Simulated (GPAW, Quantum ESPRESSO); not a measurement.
# Cu K ELNES/XANES of ZnCu (Pm-3m) from DFT, part 3 of 4

Do two independent programs agree on the Cu K edge of ZnCu (Pm-3m)? The same cell and functional are run with XSpectra and with GPAW.

Quantum ESPRESSO 7.5 and GPAW 26.7.0; core-hole supercells, plane-wave PAW LDA.

So far. Step 7 (Spectrum with XCH, Cu atom 2 (Quantum ESPRESSO)): The total-energy difference is 8995.97 eV. One term is added: -29.79 eV, since the hole is spin-paired here and a spin-polarised one costs that much less in the free atom (computed apart). The photon energy is then 8966.18 eV. The tabulated edge of the element is 8979 eV. The functional leaves an error in such absolute values: in the free atom LDA prices this hole 18.3 eV below PBE (computed apart), and PBE is itself good to a few eV.

## (8) Ground state of the crystal (GPAW)

Level of this step: plane-wave PAW DFT, LDA, self-consistent field (GPAW).

The second program starts from its own ground state, on the same cell and functional.

Input file scf.py:

```python
import numpy as np
from ase import Atoms
from ase.parallel import parprint, paropen
from gpaw import GPAW, PW, FermiDirac, Mixer, MixerDif, setup_paths
from gpaw.test import gen
setup_paths.insert(0, '.')
gen('Cu', name='nch1s', xcname='LDA', corehole=(1, 0, 0), write_xml=True)
from gpaw.mpi import world
world.barrier()

atoms = Atoms('ZnCu',
    cell=[[2.945, 0, 0],
     [0, 2.945, 0],
     [0, 0, 2.945]],
    scaled_positions=[[0.5, 0.5, 0.5],
     [0, 0, 0]],
    pbc=True)
atoms.calc = calc = GPAW(legacy_gpaw=True, mode=PW(500, force_complex_dtype=True), xc='LDA', setups={1: 'nch1s'},
    kpts={'size': (8, 8, 8), 'gamma': True}, occupations=FermiDirac(0.05),
    charge=0, mixer=Mixer(0.1, 5, 50), maxiter=150,
    convergence={'density': 0.0001, 'eigenstates': 1e-6}, txt='scf.txt')
energy = atoms.get_potential_energy() + calc.get_reference_energy()
ef = calc.get_fermi_level()
out = dict(energy=energy, fermi=ef, forces=atoms.get_forces().tolist())
parprint(f'all-electron energy {energy:.4f} eV, Fermi level {ef:.4f} eV')
ev = np.array([[calc.get_eigenvalues(k, s) for k in range(len(calc.get_ibz_k_points()))] for s in range(calc.get_number_of_spins())])
out['homo'], out['lumo'], out['counts'] = ev[ev < ef].max(), ev[ev > ef].min(), sorted(set((ev < ef).sum((0, 2)).tolist()))
out['filled'] = (ev[:, 0] < ef).sum(1).tolist()
import json
with paropen('out.json', 'w') as f:
    json.dump(out, f)
```

Launch:

```sh
> OMP_NUM_THREADS=1 mpirun -n 4 gpaw python scf.py
```

Numbers of over 12 decimals in the logs are rounded to 6 here.

Output:

```text
Input parameters:
  convergence: {density: 0.0001,
                eigenstates: 1e-06}
  kpts: {gamma: True,
         size: (8, 8, 8)}
  maxiter: 150
  mixer: {backend: pulay,
          beta: 0.1,
          method: separate,
          nmaxold: 5,
          weight: 50}
  mode: {ecut: 500.0,
         force_complex_dtype: True,
         name: pw}
  occupations: {fixmagmom: False,
                name: fermi-dirac,
[...]
*s    :     0.821514
4p(0) :    -0.028757     1.001617
*p    :     0.971243
3d(10):    -0.195673     0.277238
*d    :     0.804327
--------------------------------

Diagonalizing with gridspacing h=0.050

state   all-electron     PAW
-------------------------------
4s:      -0.178486    -0.178572
4p:      -0.028757    -0.028678
3d:      -0.195673    -0.196155
*f:                    0.071609
-------------------------------
all-electron energy -93745.8072 eV, Fermi level 7.2109 eV
[key lines of the parts left out:]
Converged after 15 iterations.
Dipole moment: (-0.000000, -0.000000, -0.000000) |e|*Ang
Free energy:     -6.810534
Fermi level: 7.21093
```

Run time: 5.2 s. Hardware: 4 MPI ranks of Arm Neoverse V2, shared host; peak memory 0.16 GiB; 21 s of CPU time.

The mesh shows no gap, so the system is treated as a metal and the core electron is put at the Fermi level (neutral cell).

## (9) Spectrum without a core hole, Cu atom 2 (GPAW)

Without a hole the spectrum is the empty density of states of the right symmetry on the absorber, weighted by matrix elements. It needs only the small cell and serves as the baseline. The data set with a hole of occupation 0 only carries the core orbital.

Input file xas.py:

```python
import numpy as np
from ase import Atoms
from ase.parallel import parprint, paropen
from gpaw import GPAW, PW, FermiDirac, Mixer, MixerDif, setup_paths
from gpaw.test import gen
setup_paths.insert(0, '.')
gen('Cu', name='nch1s', xcname='LDA', corehole=(1, 0, 0), write_xml=True)
from gpaw.mpi import world
world.barrier()

atoms = Atoms('ZnCu',
    cell=[[2.945, 0, 0],
     [0, 2.945, 0],
     [0, 0, 2.945]],
    scaled_positions=[[0.5, 0.5, 0.5],
     [0, 0, 0]],
    pbc=True)
atoms.calc = calc = GPAW(legacy_gpaw=True, mode=PW(500, force_complex_dtype=True), xc='LDA', setups={1: 'nch1s'},
    kpts={'size': (11, 11, 11), 'gamma': True}, occupations=FermiDirac(0.1),
    charge=0, mixer=Mixer(0.1, 5, 50), maxiter=150,
    convergence={'density': 0.0001, 'eigenstates': 1e-6}, txt='scf.txt')
energy = atoms.get_potential_energy() + calc.get_reference_energy()
ef = calc.get_fermi_level()
out = dict(energy=energy, fermi=ef, forces=atoms.get_forces().tolist())
parprint(f'all-electron energy {energy:.4f} eV, Fermi level {ef:.4f} eV')
ev = np.array([[calc.get_eigenvalues(k, s) for k in range(len(calc.get_ibz_k_points()))] for s in range(calc.get_number_of_spins())])
out['homo'], out['lumo'], out['counts'] = ev[ev < ef].max(), ev[ev > ef].min(), sorted(set((ev < ef).sum((0, 2)).tolist()))
out['filled'] = (ev[:, 0] < ef).sum(1).tolist()

from ase.units import Ha
from gpaw.xas import dipole_matrix_elements
nb = int(calc.get_number_of_electrons() / 2) + 19
top = nb
nscf = calc.fixed_density(kpts={'size': (9, 9, 9), 'gamma': True},
    convergence={'eigenstates': 1.0}, txt='nscf.txt')
nscf.diagonalize_full_hamiltonian(nbands=nb)
cell = atoms.cell.array
ops = [cell.T @ U.T @ np.linalg.inv(cell.T) for U in nscf.wfs.kd.symmetry.op_scc]
E = np.arange(-25, 34, 0.1)
fwhm = np.interp(E, [4, 25], [1.55, 3.5])
Y, X, zero, highest = 0, 0, 1e9, 1e9
for spin in range(nscf.get_number_of_spins()):
    wfs = nscf.wfs
    mine = wfs.bd.get_slice()  # this rank's bands
    A = dipole_matrix_elements(wfs.setups[1])
    eps = np.zeros((wfs.kd.nibzkpts, nb))
    d = np.zeros((3, A.shape[1], wfs.kd.nibzkpts, nb), complex)
    for kpt in wfs.kpt_u:
        if kpt.s == spin and 1 in kpt.P_ani:
            eps[kpt.k, mine] = kpt.eps_n * Ha
            d[:, :, kpt.k, mine] = (kpt.weight * wfs.nspins / 2) ** 0.5 * np.inner(A, kpt.P_ani[1])
    world.sum(eps)
    world.sum(d)
    T = np.einsum('amkn,bmkn->abkn', d, d.conj()).real
    T = sum(np.einsum('ai,ijkn,bj->abkn', R, T, R) for R in ops) / len(ops)
    empty = eps > ef
    zero, highest = min(zero, eps[empty].min()), min(highest, eps[:, top - 1].min())
    lines = [(eps, T, empty)] if spin == 0 else lines + [(eps, T, empty)]
for eps, T, empty in lines:
    f = np.einsum('aakn->akn', T).reshape(3, -1)
    x = eps.ravel() - zero
    w = np.interp(x, E, fwhm) / 2.35482
    g = np.exp(-0.5 * ((E[:, None] - x) / w) ** 2) / (w * (2 * np.pi) ** 0.5)
    Y = Y + (f * empty.ravel()) @ g.T
    X = X + (f * ~empty.ravel()) @ g.T
out.update(E=E.round(2).tolist(), xas=Y.tolist(), xes=X.tolist(), zero=zero, valid=highest - zero, nk=len(eps), nb=nb)
for i in range(0, len(E), 10):
    parprint(f'{E[i]:7.2f}', *(f'{v:10.3e}' for v in Y[:, i]))
import json
with paropen('out.json', 'w') as f:
    json.dump(out, f)
```

Launch:

```sh
> OMP_NUM_THREADS=1 mpirun -n 4 gpaw python xas.py
```

Output:

```text
Input parameters:
  convergence: {density: 0.0001,
                eigenstates: 1e-06}
  kpts: {gamma: True,
         size: (11, 11, 11)}
  maxiter: 150
  mixer: {backend: pulay,
          beta: 0.1,
          method: separate,
          nmaxold: 5,
          weight: 50}
  mode: {ecut: 500.0,
         force_complex_dtype: True,
         name: pw}
  occupations: {fixmagmom: False,
                name: fermi-dirac,
[...]
*d    :     0.804327
--------------------------------

Diagonalizing with gridspacing h=0.050

state   all-electron     PAW
-------------------------------
4s:      -0.178486    -0.178572
4p:      -0.028757    -0.028678
3d:      -0.195673    -0.196155
*f:                    0.071609
-------------------------------
all-electron energy -93745.8010 eV, Fermi level 7.4034 eV
[...]
32.00  2.039e-07  2.039e-07  2.039e-07
  33.00  2.142e-07  2.142e-07  2.142e-07
[key lines of the parts left out:]
Converged after 15 iterations.
Dipole moment: (0.000000, -0.000000, -0.000000) |e|*Ang
Free energy:     -6.809709
Fermi level: 7.40340
```

It took 11 s on 4 MPI ranks; peak memory 0.22 GiB; 45 s of CPU time.

The Cu K spectrum, Cu atom 2, no core hole (energy from the lowest empty level; intensity scaled to a mean of 1 over the first 20 eV):

```
E (eV)  intensity
  -2.0       0.00
  -1.5       0.01
  -1.0       0.05
  -0.5       0.14
   0.0       0.28
   0.5       0.35
   1.0       0.35
   1.5       0.36
   2.0       0.39
   2.5       0.43
   3.0       0.46
   3.5       0.52
   4.0       0.60
   4.5       0.69
   5.0       0.77
   5.5       0.82
   6.0       0.84
   6.5       0.86
   7.0       0.92
   7.5       0.98
   8.0       0.99
   8.5       0.96
   9.0       0.94
   9.5       0.96
  10.0       1.00
  10.5       1.02
  11.0       1.02
  11.5       1.01
  12.0       1.05
  12.5       1.14
  13.0       1.25
  13.5       1.36
  14.0       1.46
  14.5       1.57
  15.0       1.67
  15.5       1.74
  16.0       1.74
  16.5       1.66
  17.0       1.54
  17.5       1.40
  18.0       1.27
  18.5       1.16
  19.0       1.05
  19.5       0.95
  20.0       0.86
  20.5       0.80
  21.0       0.78
  21.5       0.81
  22.0       0.86
  22.5       0.92
  23.0       0.96
  23.5       1.00
  24.0       1.02
  24.5       1.03
  25.0       1.03
  25.5       1.02
  26.0       1.01
  26.5       1.01
  27.0       1.02
  27.5       1.02
  28.0       1.03
  28.5       1.04
  29.0       1.04
  29.5       1.05
  30.0       1.05
  30.5       1.07
  31.0       1.10
  31.5       1.14
  32.0       1.19
```

Main maxima below 30 eV (height): 7.8 eV (0.99) and 15.8 eV (1.75). 

The same matrix elements for filled bands give the Cu K emission of Cu atom 2 (ground-state approximation; energy from the lowest empty level, largest value 1):

```
E (eV)  emission
-24.00      0.00
-23.25      0.00
-22.50      0.00
-21.75      0.00
-21.00      0.00
-20.25      0.00
-19.50      0.00
-18.75      0.00
-18.00      0.00
-17.25      0.00
-16.50      0.00
-15.75      0.00
-15.00      0.00
-14.25      0.00
-13.50      0.00
-12.75      0.00
-12.00      0.00
-11.25      0.00
-10.50      0.01
 -9.75      0.05
 -9.00      0.17
 -8.25      0.46
 -7.50      0.64
 -6.75      0.50
 -6.00      0.46
 -5.25      0.56
 -4.50      0.64
 -3.75      0.74
 -3.00      0.76
 -2.25      0.78
 -1.50      0.96
 -0.75      0.93
  0.00      0.51
  0.75      0.12
  1.50      0.01
  2.25      0.00
  3.00      0.00
```

Emission maxima: -7.6 eV (0.64) and -1.2 eV (1.00).

## (10) Supercell without a hole, the energy reference (GPAW)

Total energies of two programs can't be mixed, so the cell and mesh of GPAW's hole run get a reference energy of their own.

scf.py: that of step 8 with these lines changed.

```diff
@@ -10,11 +10,27 @@
 
-atoms = Atoms('ZnCu',
-    cell=[[2.945, 0, 0],
-     [0, 2.945, 0],
-     [0, 0, 2.945]],
-    scaled_positions=[[0.5, 0.5, 0.5],
-     [0, 0, 0]],
+atoms = Atoms('Zn9Cu9',
+    cell=[[2.945, 0, 5.89],
+     [-5.89, 2.945, 0],
+     [0, -5.89, 2.945]],
+    scaled_positions=[[0.38888889, 0.94444444, 0.72222222],
+     [0.83333333, 0.16666667, 0.83333333],
+     [0.72222222, 0.61111111, 0.05555556],
+     [0.61111111, 0.05555556, 0.27777778],
+     [0.27777778, 0.38888889, 0.94444444],
+     [0.5, 0.5, 0.5],
+     [0.16666667, 0.83333333, 0.16666667],
+     [0.05555556, 0.27777778, 0.38888889],
+     [0.94444444, 0.72222222, 0.61111111],
+     [0, 0, 0],
+     [0.44444444, 0.22222222, 0.11111111],
+     [0.33333333, 0.66666667, 0.33333333],
+     [0.22222222, 0.11111111, 0.55555556],
+     [0.88888889, 0.44444444, 0.22222222],
+     [0.11111111, 0.55555556, 0.77777778],
+     [0.77777778, 0.88888889, 0.44444444],
+     [0.66666667, 0.33333333, 0.66666667],
+     [0.55555556, 0.77777778, 0.88888889]],
     pbc=True)
-atoms.calc = calc = GPAW(legacy_gpaw=True, mode=PW(500, force_complex_dtype=True), xc='LDA', setups={1: 'nch1s'},
-    kpts={'size': (8, 8, 8), 'gamma': True}, occupations=FermiDirac(0.05),
+atoms.calc = calc = GPAW(legacy_gpaw=True, mode=PW(500, force_complex_dtype=True), xc='LDA', setups={9: 'nch1s'},
+    kpts={'size': (4, 4, 4), 'gamma': True}, occupations=FermiDirac(0.1),
     charge=0, mixer=Mixer(0.1, 5, 50), maxiter=150,
```

Launch:

```sh
> OMP_NUM_THREADS=1 mpirun -n 4 gpaw python scf.py
```

Output:

```text
Input parameters:
  convergence: {density: 0.0001,
                eigenstates: 1e-06}
  kpts: {gamma: True,
         size: (4, 4, 4)}
  maxiter: 150
  mixer: {backend: pulay,
          beta: 0.1,
          method: separate,
          nmaxold: 5,
          weight: 50}
  mode: {ecut: 500.0,
         force_complex_dtype: True,
         name: pw}
  occupations: {fixmagmom: False,
                name: fermi-dirac,
[...]
*s    :     0.821514
4p(0) :    -0.028757     1.001617
*p    :     0.971243
3d(10):    -0.195673     0.277238
*d    :     0.804327
--------------------------------

Diagonalizing with gridspacing h=0.050

state   all-electron     PAW
-------------------------------
4s:      -0.178486    -0.178572
4p:      -0.028757    -0.028678
3d:      -0.195673    -0.196155
*f:                    0.071609
-------------------------------
all-electron energy -843712.1629 eV, Fermi level 7.4516 eV
[key lines of the parts left out:]
Converged after 20 iterations.
Dipole moment: (-0.000000, 0.000000, -0.000000) |e|*Ang
Free energy:    -61.246026
Fermi level: 7.45156
```

It took 2.3 min on 4 MPI ranks; peak memory 0.43 GiB.

Reference energy: -843712.163 eV with the cores included.

(Part 3 of 4 ends here.)

[Banner, clock and machine lines of the logs are left out without a mark of their own.]

[Logs are printed without paths, hosts, clocks, repeated set-up lines and the standing remarks that a program may print on its own settings, such as how far it seeks lower states.]

[Hosts, paths, dates, database ids (printed as entryN), source tags and the programs' standing remarks are cut or masked in the printed files.]

[Lists of maxima count a maximum above −3 eV only where it reaches 4 % of the highest in the window and stands out from its surroundings by 2 % of it (1.5 % where it reaches 55 %); shoulders and weaker maxima are passed over, and of the rest the first, up to two pre-edge ones and the few strongest are named.]
